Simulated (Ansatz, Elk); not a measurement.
## Bonding as seen by X-rays: KLuFe3Co

The structure of KLuFe3Co used here is made up (a known structure type with other elements) and was relaxed beforehand with PBEsol. The aim is the Fourier transform of its all-electron density, F(hkl), set beside the sum over free spherical atoms that refinements use.

Method: DFT, PBE, all-electron APW+lo, Dirac cores, scalar-relativistic bands, static density, ferromagnetic start, in Elk 11.2.3 (patched build).

This account leaves out most program logs.

The structure was built from a prototype and need not be the compound's stable phase.

## (1) Starting point

Symmetry: P-6m2, No. 187, hexagonal system. Conventional cell: a = 5.369 Å, b = 5.369 Å, c = 4.075 Å, α = 90.00°, β = 90.00°, γ = 120.00°. Nearest to Lu lie 3 Co at 3.10 Å and 3 K at 3.10 Å and 12 Fe at 3.38 Å. Co has 6 Fe at 2.42 Å and 3 Lu at 3.10 Å and 3 K at 3.10 Å nearest. Nearest to Fe lie 4 Fe at 2.26 to 3.11 Å and 2 Co at 2.42 Å and 2 K at 2.71 Å and 4 Lu at 3.38 Å. Nearest to K lie 6 Fe at 2.71 Å and 3 Lu at 3.10 Å and 3 Co at 3.10 Å. Farther neighbours are not listed.

## (2) Ground state and structure factors

An all-electron density is needed, since X-rays see the cores too. Task 0 finds the density and task 195 Fourier-transforms it; tshift is off so that phases refer to the origin typed.

elk.in

```
tasks
  0
  195
  196

xctype
  20

spinpol
  .true.

rgkmax
  7.0

gmaxvr
  14.0

lmaxo
  7

lmaxapw
  8

swidth
  0.002

tshift
  .false.

ramdisk
  .false.

hmaxvr
  5.5

maxscl
  120

epspot
  1e-06

reducebf
  0.8

sppath
  './'

avec
  10.14578862717 -0.00000000000 0.00000000000
  -5.07289431358 8.78651069255 0.00000000000
  0.00000000000 0.00000000000 7.70132431784

atoms
  4
  'Lu.in'
  1
  0.6666666667 0.3333333333 0.0000000000   0.000000 0.000000 0.000000
  'Co.in'
  1
  0.3333333333 0.6666666667 0.0000000000   0.000000 0.000000 -0.065000
  'Fe.in'
  3
  0.1928931374 0.3857862749 0.5000000000   0.000000 0.000000 -0.115000
  0.1928931374 0.8071068626 0.5000000000   0.000000 0.000000 -0.115000
  0.6142137251 0.8071068626 0.5000000000   0.000000 0.000000 -0.115000
  'K.in'
  1
  -0.0000000000 0.0000000000 0.0000000000   0.000000 0.000000 0.000000

ngridk
  4 4 5
```

Run with:

```console
$ OMP_NUM_THREADS=4 elk
```

Run time: 7.5 min. Hardware: 4 threads of INTEL XEON PLATINUM 8581C at 2.10GHz (Emerald Rapids), shared host; peak memory 0.78 GiB; 27 min of CPU time.

SFACRHO.OUT:

```text

h k l indices transformed by vhmat matrix:
   1.000000000       0.000000000       0.000000000    
   0.000000000       1.000000000       0.000000000    
   0.000000000       0.000000000       1.000000000    

      h      k      l  multipl.   |H|            Re(F)            Im(F)           |F|

      0      0      0      1   0.0000000       195.00000      0.42989813E-16   195.00000    
      1      0      0      3  0.71509448      -30.252129      -7.1782848       31.092107    
      0      1      0      3  0.71509448      -30.252129       7.1782848       31.092107    
      0      0      1      2  0.81585777       36.279500      0.79320614E-14   36.279500    
     -1      0      1      6   1.0848889      -26.591231       60.606407       66.183307    
     -1      1      1      6   1.0848889      -26.591231      -60.606407       66.183307    
     -1      2      0      6   1.2385800       80.962853     -0.34281527E-07   80.962853    
     -2      0      0      3   1.4301890      -53.029318      -78.100955       94.402689    
      0     -2      0      3   1.4301890      -53.029318       78.100955       94.402689    
     -1      2     -1     12   1.4831400       106.13647     -0.15106114E-07   106.13647    
      0      0     -2      2   1.6317155       143.98769      0.13750188E-13   143.98769    
      0     -2     -1      6   1.6465310     -0.51701773      -9.7009384       9.7147060    
      2     -2      1      6   1.6465310     -0.51701760       9.7009383       9.7147059    
      0      1     -2      6   1.7815319      -26.033154       10.378360       28.025622    
      0     -1      2      6   1.7815319      -26.033154      -10.378360       28.025622    
      2     -3      0      6   1.8919622      0.28216569       28.488694       28.490091    
      3     -1      0      6   1.8919622      0.28216581      -28.488694       28.490091    
      2     -1      2     12   2.0485546       68.373100      0.30001027E-07   68.373100
```

Elk indexes on the primitive cell of elk.in and gives |H| = 4π sin θ/λ in inverse bohr. Below, one row stands for each form hkl of the conventional cell (m members, Friedel mates merged), F is for one primitive cell and the density is static (no thermal factor). Free-atom factors are Waasmaier and Kirfel's, and R is Σm||F|−|F'||/Σm|F|.

| hkl | m | sin θ/λ (Å⁻¹) | abs F, DFT | neutral atoms | diff. | abs of complex diff. |
| --- | --- | --- | --- | --- | --- | --- |
| 100 | 6 | 0.107 | 31.092 | 31.066 | +0.026 | 0.641 |
| 001 | 2 | 0.123 | 36.279 | 36.747 | -0.468 | 0.468 |
| 101 | 12 | 0.163 | 66.183 | 66.266 | -0.083 | 0.113 |
| 110 | 6 | 0.186 | 80.963 | 81.135 | -0.172 | 0.172 |
| 200 | 6 | 0.215 | 94.403 | 94.830 | -0.427 | 0.437 |
| 111 | 12 | 0.223 | 106.136 | 106.533 | -0.397 | 0.397 |
| 002 | 2 | 0.245 | 143.988 | 144.495 | -0.507 | 0.507 |
| 201 | 12 | 0.248 | 9.715 | 10.123 | -0.409 | 0.409 |
| 102 | 12 | 0.268 | 28.026 | 28.170 | -0.144 | 0.277 |
| 210 | 12 | 0.284 | 28.490 | 28.425 | +0.065 | 0.070 |
| 112 | 12 | 0.308 | 68.373 | 68.463 | -0.090 | 0.090 |
| 211 | 24 | 0.310 | 58.397 | 58.641 | -0.244 | 0.303 |
| 300 | 6 | 0.323 | 66.099 | 66.316 | -0.217 | 0.217 |
| 202 | 12 | 0.326 | 80.624 | 80.894 | -0.271 | 0.280 |

## (3) The magnetisation density

The same run holds the spin density, and task 196 transforms it. The order is that of the start, and no other was tried.

SFACMAG_1.OUT:

```text

h k l indices transformed by vhmat matrix:
   1.000000000       0.000000000       0.000000000    
   0.000000000       1.000000000       0.000000000    
   0.000000000       0.000000000       1.000000000    

      h      k      l  multipl.   |H|            Re(F)            Im(F)           |F|

      0      0      0      1   0.0000000       8.0793559     -0.11708663E-17   8.0793559    
      1      0      0      3  0.71509448     -0.34200863       3.7692425       3.7847271    
      0      1      0      3  0.71509448     -0.34200863      -3.7692425       3.7847271    
      0      0      1      2  0.81585777      -5.4265838      0.68490951E-15   5.4265838    
     -1      0      1      6   1.0848889     -0.52545414       1.3129465       1.4141890    
     -1      1      1      6   1.0848889     -0.52545414      -1.3129465       1.4141890    
     -1      2      0      6   1.2385800     -0.38022511     -0.15888076E-09  0.38022511    
     -2      0      0      3   1.4301890      -2.7849658      -2.9776780       4.0770824    
      0     -2      0      3   1.4301890      -2.7849658       2.9776780       4.0770824    
     -1      2     -1     12   1.4831400       2.2883999      0.13809905E-08   2.2883999    
      0      0     -2      2   1.6317155       5.1305476      0.10041545E-14   5.1305476    
      0     -2     -1      6   1.6465310       1.5364779      -4.1929287       4.4655812    
      2     -2      1      6   1.6465310       1.5364779       4.1929287       4.4655812    
      0      1     -2      6   1.7815319     -0.53715234      -2.3173309       2.3787717    
      0     -1      2      6   1.7815319     -0.53715234       2.3173309       2.3787717    
      2     -3      0      6   1.8919622       1.3799561     -0.92196585       1.6596084
```

The total moment is 8.08 μB a cell; sphere moments: Lu1 -0.23, Co2 +1.28, Fe3 +2.38, Fe4 +2.38, Fe5 +2.38, K6 +0.02 μB. Polarised neutrons measure spin and orbital magnetisation together; without spin-orbit coupling the run gives the spin part:

| hkl | sin θ/λ (Å⁻¹) | abs F_M (μB) |
| --- | --- | --- |
| 100 | 0.107 | 3.785 |
| 001 | 0.123 | 5.427 |
| 101 | 0.163 | 1.414 |
| 110 | 0.186 | 0.380 |
| 200 | 0.215 | 4.077 |
| 111 | 0.223 | 2.288 |
| 002 | 0.245 | 5.130 |
| 201 | 0.248 | 4.466 |
| 102 | 0.268 | 2.379 |
| 210 | 0.284 | 1.660 |
| 112 | 0.308 | 0.103 |
| 211 | 0.310 | 2.033 |
| 300 | 0.323 | 1.873 |
| 202 | 0.326 | 2.415 |

## (4) The highest occupied states alone

An energy window below the Fermi level keeps the highest occupied states, to see at which angles they scatter; shallow core shells can lie inside it and anion s states outside. No new self-consistency is needed.

Changes to elk.in since step 2:

```diff
@@ -1,5 +1,3 @@
 tasks
-  0
   195
-  196
 
@@ -44,2 +42,5 @@
 
+wsfac
+  -0.178620 0.562380
+
 sppath
```

Run with:

```console
$ OMP_NUM_THREADS=4 elk
```

The job ended after 13 s (4 threads; peak memory 0.39 GiB; 20 s of CPU time).

States within 12 eV below the Fermi level hold 51.00 electrons; any levels below the window count with the cores. Their amplitudes can exceed the total, where window and core parts have opposite phase:

| hkl | sin θ/λ (Å⁻¹) | abs F, window | abs F, all |
| --- | --- | --- | --- |
| 100 | 0.107 | 11.038 | 31.092 |
| 001 | 0.123 | 3.125 | 36.279 |
| 101 | 0.163 | 14.452 | 66.183 |
| 110 | 0.186 | 13.909 | 80.963 |
| 200 | 0.215 | 18.939 | 94.403 |
| 111 | 0.223 | 18.154 | 106.136 |
| 002 | 0.245 | 24.235 | 143.988 |
| 201 | 0.248 | 3.012 | 9.715 |
| 102 | 0.268 | 7.087 | 28.026 |
| 210 | 0.284 | 5.735 | 28.490 |

## (5) Another functional

The difference from free atoms is small, so it is set against the change that LDA (Perdew-Wang) makes.

Changes to elk.in since step 4:

```diff
@@ -1,6 +1,8 @@
 tasks
+  0
   195
+  196
 
 xctype
-  20
+  3
 
@@ -42,5 +44,2 @@
 
-wsfac
-  -0.178620 0.562380
-
 sppath
```

Run with:

```console
$ OMP_NUM_THREADS=4 elk
```

Wall time 4.2 min (4 threads); peak memory 0.58 GiB; 15 min of CPU time.

Against the first run R = 0.02 %; the largest change is -0.068 at 220. The moment goes from 8.08 to 7.50 μB.

## (6) Basis size

A smaller basis shows how fast F responds to it; the change is likely larger than the basis error of the first run, but doesn't show convergence.

Changes to elk.in since step 5:

```diff
@@ -6,3 +6,3 @@
 xctype
-  3
+  20
 
@@ -12,3 +12,3 @@
 rgkmax
-  7.0
+  5.5
```

Run with:

```console
$ OMP_NUM_THREADS=4 elk
```

The job ended after 8.2 min (4 threads; peak memory 0.77 GiB).

Against the first run R = 0.04 %; the largest change is +0.158 at 220. The moment goes from 8.08 to 7.81 μB.

## (7) Settings against the effect

| run | R against the first run (%) | R against neutral atoms, low angle (%) | wall time |
| --- | --- | --- | --- |
| PBE, rgkmax 7 | 0.00 | 0.42 | 7.5 min |
| LDA (Perdew-Wang) | 0.02 | 0.42 | 4.2 min |
| rgkmax 5.5 | 0.04 | 0.49 | 8.2 min |

## (8) Results

```yaml
r_against_neutral_atoms_sin_theta_lambda_0p3_a_minus1: 0.42 %
r_against_neutral_atoms_0p3_to_0p82_a_minus1: 0.17 %
```

**Reading.** Independent neutral atoms miss the calculated amplitudes by R = 0.42 % below 0.3 Å⁻¹ and 0.17 % from there to 0.82 Å⁻¹; by shells, 0.42 % below 0.15 Å⁻¹ (2 forms), 0.42 % 0.15 to 0.3 (8 forms), 0.23 % 0.3 to 0.45 (18 forms), 0.16 % above 0.45 (97 forms). Bonding, aspherical density and the tables' own atoms all enter these figures, and the runs don't part them. The largest change of an amplitude is -0.51 electrons, at 002. R counts amplitudes alone; phases shift too. The magnetic order is that of the start. No other order was tried here, and an antiferromagnetic one would change or move the magnetic intensity. The window's part falls from 51.0 electrons at the origin to at most 9.77 between 0.45 and 0.82 Å⁻¹, where compact states inside the window still scatter. Below 0.3 Å⁻¹ the changes that finished (LDA (Perdew-Wang) and rgkmax 5.5) move F by R = 0.09 % at most, against the 0.42 % that separates it from free atoms. A single amplitude moves by up to 0.16 electrons, against 0.51 for the largest difference from free atoms. The magnetic factors move by R = 9.2 % (LDA (Perdew-Wang)) and 3.2 % (rgkmax 5.5), so they aren't settled to better than that. The k-mesh has no finished test. Spin-orbit coupling is left out, which can matter for elements this heavy. Part of the difference isn't bonding: the tables are fits to free atoms and ions calculated by other methods than this functional. Thermal motion, anomalous dispersion and extinction are left out.

[Logs are printed without paths, hosts, clocks, repeated set-up lines and the standing remarks that a program may print on its own settings, such as how far it seeks lower states.]

[Hosts, paths, dates, database ids (printed as entryN), source tags and the programs' standing remarks are cut or masked in the printed files.]
